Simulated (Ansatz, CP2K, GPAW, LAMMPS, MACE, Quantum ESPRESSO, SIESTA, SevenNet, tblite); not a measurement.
# Running liquid Ge at 2600 K (66 atoms) with tblite

How near does tblite come to plane waves for liquid Ge at 2600 K (66 atoms)?

Calculated with tblite 0.8.0; the method is named at each step.

**1. The starting structure**

The cell holds 66 atoms: 66 Ge. Its edges and angles: a = 11.473 Å, b = 11.473 Å, c = 11.473 Å, α = 90.0°, β = 90.0°, γ = 90.0°. 66 atoms (66 Ge) placed at random at 5.27 g/cm³, melted at 3500 K for 10 ps at fixed volume with the Tersoff potential (Tersoff, Phys. Rev. B 39, 5566 (1989)). Snapshot at the end of a hold of 5 ps at 2600 K and fixed volume.

The yardstick, on the same geometry:

| Item | Value |
| --- | --- |
| method | Kohn-Sham DFT, PBE, SSSP efficiency 1.3.0 pseudopotentials, plane waves (Quantum ESPRESSO 7.5); sssp-pbe-1.3.0-efficiency, cutoffs 45/360 Ry, Γ point |
| r.m.s. force component | 0.8985 eV/Å |
| longest force | 3.647 eV/Å |
| pressure | 4.464 GPa |
| time | 4.2 min on 4 MPI ranks of Arm Neoverse V1, shared host |
| CPU time | 17 min |

**2. GFN1-xTB**

Method: GFN1-xTB tight binding, diagonalisation.

Contents of run.py:

```python
import numpy as np
from ase.io import read
from tblite.ase import TBLite

atoms = read("structure.xyz")
atoms.calc = TBLite(method="GFN1-xTB", electronic_temperature=580, accuracy=1.0, max_iterations=250, mixer_damping=0.1, verbosity=1)
energy = atoms.get_potential_energy()
forces = atoms.get_forces()
print(f"energy {energy:.6f} eV")
print("forces (eV/A)")
for i, (a, f) in enumerate(zip(atoms, forces)):
    print(f"{i:4d} {a.symbol:2s} {f[0]:10.5f} {f[1]:10.5f} {f[2]:10.5f}")
stress = -atoms.get_stress(voigt=False) * 160.21766
print("stress (GPa, compression positive)")
for row in stress:
    print(" ".join(f"{x:10.4f}" for x in row))
print("charges (e)")
print(np.array2string(atoms.get_charges(), precision=4, suppress_small=True, max_line_width=110, threshold=100000))
```

Contents of structure.xyz:

```xyz
66
Lattice="11.47290 0.00000 0.00000 0.00000 11.47290 0.00000 0.00000 0.00000 11.47290" Properties=species:S:1:pos:R:3 pbc="T T T"
Ge 0.44297 8.53354 11.40624
Ge 3.05420 0.62952 5.06207
Ge 1.34841 6.84680 1.32994
Ge 7.21014 7.37111 5.58420
Ge 0.16842 4.64939 1.50708
Ge 8.57003 2.10826 0.97829
Ge 5.98885 5.29210 1.07593
Ge 3.57909 4.12038 4.01356
Ge 5.18655 6.50640 7.59655
Ge 1.17781 3.60272 4.78844
Ge 1.73218 5.69549 6.11838
Ge 5.20548 9.80726 7.47689
Ge 6.58051 9.73980 5.35693
Ge 4.53443 2.08290 3.18098
Ge 10.07022 11.26077 4.04856
Ge 0.38755 10.71248 1.41472
Ge 6.33694 1.76797 7.52129
Ge 4.13403 7.98743 3.94243
Ge 10.36978 7.64875 10.01951
Ge 5.83420 11.20914 9.45023
Ge 7.12708 5.32756 8.12924
Ge 3.96687 2.06352 7.15725
Ge 4.21996 4.30762 8.77298
Ge 6.92390 4.51780 4.56966
Ge 1.90255 9.09686 9.67636
Ge 4.33010 8.16813 9.33779
Ge 9.74669 3.04514 8.51094
Ge 6.90531 7.66711 1.28680
Ge 6.30551 3.90801 10.57560
Ge 7.75924 0.49574 5.65167
Ge 9.83319 9.58297 2.33634
Ge 1.10404 8.90951 7.37845
Ge 9.33860 11.06240 7.64015
Ge 1.97609 3.80292 9.71479
Ge 3.61178 6.05586 1.99032
Ge 8.48949 9.05453 9.04592
Ge 10.52822 3.96894 3.61385
Ge 9.18165 7.05962 1.70028
Ge 1.93433 1.56215 8.67214
Ge 1.69133 8.44991 3.50325
Ge 3.61305 1.95028 0.50148
Ge 9.61773 5.78991 11.41129
Ge 0.04991 4.46456 7.94556
Ge 3.10732 0.16659 10.11933
Ge 7.98216 3.87382 6.76740
Ge 10.79107 0.97015 9.18383
Ge 1.27177 2.81751 0.31000
Ge 3.82105 10.95628 1.59863
Ge 6.73425 2.09139 3.89987
Ge 11.40360 7.02428 4.73418
Ge 8.69852 3.75887 10.40741
Ge 5.86896 9.63506 2.69877
Ge 5.95042 1.59657 11.39511
Ge 11.14627 7.06822 7.66722
Ge 6.46578 9.02917 10.50103
Ge 10.77236 1.23058 0.28992
[... 6 atom lines left out ...]
Ge 8.84893 7.04987 7.37535
Ge 7.99845 10.97383 1.65738
Ge 9.19771 2.05950 3.46837
Ge 1.97862 10.98565 3.13692
```

Started as:

```bash
> OMP_NUM_THREADS=1 python run.py > output.txt
```

The program printed:

```text
------------------------------------------------------------
  cycle        total energy    energy error   density error
------------------------------------------------------------
      1     -106.8607578681  -1.0677262E+02   3.2927545E-01
      2     -110.0482241394  -3.1874663E+00   2.3411343E-01
      3     -109.7822450576   2.6597908E-01   2.0792750E-01
      4     -110.6434250749  -8.6118002E-01   1.8279722E-01
      5     -110.5131881753   1.3023690E-01   1.1540612E-01
      6     -110.8292685787  -3.1608040E-01   2.1846776E-02
      7     -110.8616626100  -3.2394031E-02   1.1511558E-02
      8     -110.8659934961  -4.3308861E-03   8.4542117E-03
      9     -110.8667650136  -7.7151747E-04   5.9551938E-03
     10     -110.8673560369  -5.9102335E-04   2.3275988E-03
     11     -110.8675323542  -1.7631725E-04   8.5610714E-04
     12     -110.8675652879  -3.2933783E-05   5.8827535E-04
     13     -110.8675677402  -2.4522889E-06   4.7031735E-04
     14     -110.8675670180   7.2225072E-07   2.3647838E-04
     15     -110.8675684594  -1.4414278E-06   1.3158022E-04
     16     -110.8675693476  -8.8821257E-07   9.2198192E-05
     17     -110.8675693828  -3.5189530E-08   7.1964405E-05
     18     -110.8675693959  -1.3055370E-08   2.2306306E-05
     19     -110.8675694067  -1.0811277E-08   1.6536767E-05
------------------------------------------------------------
 total:                                   6.854 sec
energy -3016.860229 eV
forces (eV/A)
   0 Ge    1.06331    1.24548    1.45041
   1 Ge    0.16766    0.00265    0.55859
   2 Ge    0.80219   -0.40629    1.16464
   3 Ge    0.60564    0.71973   -0.11983
   4 Ge   -0.35818    0.74118   -0.73087
   5 Ge    0.10802   -0.19741    0.03910
   6 Ge   -0.41378    0.47690    0.27906
   7 Ge   -0.64527    0.39906   -0.29242
   8 Ge   -1.19976   -0.10287    0.15173
   9 Ge    0.52522   -0.19890    0.06501
  10 Ge   -0.78197   -0.62674   -0.14843
  11 Ge   -0.62324   -0.45293   -0.19876
  12 Ge   -0.07112    0.01646   -0.00182
  13 Ge   -1.09098   -0.41428   -0.51998
  14 Ge   -0.57335    0.21870    0.49877
  15 Ge   -1.32064   -0.19307   -0.71281
  16 Ge    0.27094   -0.33119   -0.38191
  17 Ge   -0.18852    0.05993   -0.13888
  18 Ge   -1.63822   -0.80876   -1.08450
  19 Ge   -0.63682    1.02456    0.16824
  20 Ge   -0.07529    2.79479    3.41980
  21 Ge    0.15012    0.66690    0.08009
  22 Ge    0.12877   -0.29972   -0.11294
  23 Ge    0.66687   -0.70196   -0.04387
[...]
58 Ge   -0.34581    0.36739    0.10637
  59 Ge    0.24379    0.34451    0.03916
  60 Ge   -0.04553    0.03640    0.58727
  61 Ge    0.63686    1.16705   -0.80464
  62 Ge   -1.76512    0.71205    0.54910
  63 Ge   -0.51539   -0.16236   -0.05998
  64 Ge   -0.68502   -0.63298   -1.12037
  65 Ge    0.10348   -0.46447   -0.03416
stress (GPa, compression positive)
    4.9219    -0.3036     0.3274
   -0.3036     3.8639     1.2468
    0.3274     1.2468     5.9981
charges (e)
[ 0.0208  0.0572 -0.1007  0.0504 -0.0339  0.0373 -0.077  -0.012   0.0065 -0.0176  0.0061 -0.0472  0.0184
 -0.03    0.0757  0.0151  0.0228 -0.0144  0.0272  0.0301 -0.0037 -0.0216  0.0607  0.0636  0.0045  0.0277
 -0.0212  0.0021 -0.0558 -0.0183 -0.1066 -0.0136 -0.0261 -0.1189  0.0707 -0.0706  0.0226 -0.0117 -0.0421
 -0.0092  0.0563 -0.0819  0.0341 -0.0122 -0.0636  0.0002  0.0259 -0.0617 -0.0492  0.0886  0.0392  0.0232
  0.1056  0.0213  0.0395 -0.0352 -0.0098 -0.014   0.0317  0.0253  0.151   0.0209 -0.0539 -0.0256  0.0219
 -0.0452]
```

Run time: 7.5 s. Hardware: 1 thread of Arm Neoverse V1, shared host; peak memory 0.14 GiB.

Banners, paths, timers and routine set-up lines are dropped from the logs unmarked, and long logs keep their key lines alone; longer cuts are marked.

Against the reference:

```yaml
r_m_s_force_component: 0.8267 eV/Å
r_m_s_difference_of_force_components: 328.4 meV/Å
longest_difference_of_force_vectors: 1237 meV/Å
force_difference_over_r_m_s_force: 36.55 %
slope_of_forces_against_the_reference_s: 0.8565
correlation_of_force_components: 0.9309
pressure: 4.928 GPa
pressure_difference: 0.464 GPa
```

A closer look about Ge21, which bears the longest force: 9 atoms, nearest first, numbered in the order of the input, with positions taken from that point.

| atom | x | y | z | distance (Å) | bonds | Mulliken charge (e) | Fx | Fy | Fz (eV/Å) |
| --- | --- | --- | --- | --- | --- | --- | --- | --- | --- |
| Ge21 | 0.00 | 0.00 | 0.00 | 0.00 | 4 | 0.00 | -0.08 | 2.79 | 3.42 |
| Ge45 | 0.86 | -1.45 | -1.36 | 2.17 | 5 | -0.06 | 1.01 | -3.17 | -2.60 |
| Ge9 | -1.94 | 1.18 | -0.53 | 2.33 | 5 | 0.01 | -1.20 | -0.10 | 0.15 |
| Ge63 | 1.72 | 1.72 | -0.75 | 2.55 | 4 | -0.05 | -1.77 | 0.71 | 0.55 |
| Ge29 | -0.82 | -1.42 | 2.45 | 2.95 | 5 | -0.06 | -0.85 | 0.38 | -0.64 |
| Ge23 | -2.91 | -1.02 | 0.64 | 3.15 | 4 | 0.06 | 0.13 | -0.30 | -0.11 |
| Ge51 | 1.57 | -1.57 | 2.28 | 3.18 | 4 | 0.04 | -0.75 | 0.64 | 1.65 |
| Ge4 | 0.08 | 2.04 | -2.55 | 3.26 | 5 | 0.05 | 0.61 | 0.72 | -0.12 |
| Ge27 | 2.62 | -2.28 | 0.38 | 3.50 | 5 | -0.02 | 0.22 | -0.64 | -1.11 |

Atoms are counted from 1 here, from 0 in the log.

Forces lie 37 % from the reference's, at 0.0075 times its CPU time (on 1 against 4 cores).

**3. Summary of results**

- force difference from the reference: tblite GFN1-xTB, 37 %
- its CPU time: 7.5 s

Tight binding differs by 37 % (tblite GFN1-xTB); it is another model, with fitted parameters of its own, and the xTB methods hold dispersion. One electronic-structure run takes under half the reference's CPU time: tblite GFN1-xTB, at 37 % in 7.5 s against 17 min. Periodic xTB results under one method name differ between programs and library versions. The reference's pressure holds the uncorrected Pulay stress of its 45 Ry basis, so small pressure differences, and their order, may be the reference's own error. The frame stands for 2600 K, but pressures are static and levels are smeared at 580 K, under the temperature of the frame, which matters where levels are partly filled. The network of bonds at the start is that of the classical potential that made the cell, and needn't be the one that DFT or experiment would give. The electronic-structure runs sample only Γ, in a cell whose shortest periodic width is 11 Å, which is coarse for a cell with partly filled levels.

[Also dropped from logs without a mark: logging warnings of Python, and SIESTA's first energy breakdown and zero terms.]

[Logs are printed without paths, hosts, clocks, repeated set-up lines and the standing remarks that a program may print on its own settings, such as how far it seeks lower states.]

[Hosts, paths, dates, database ids (printed as entryN), source tags and the programs' standing remarks are cut or masked in the printed files.]
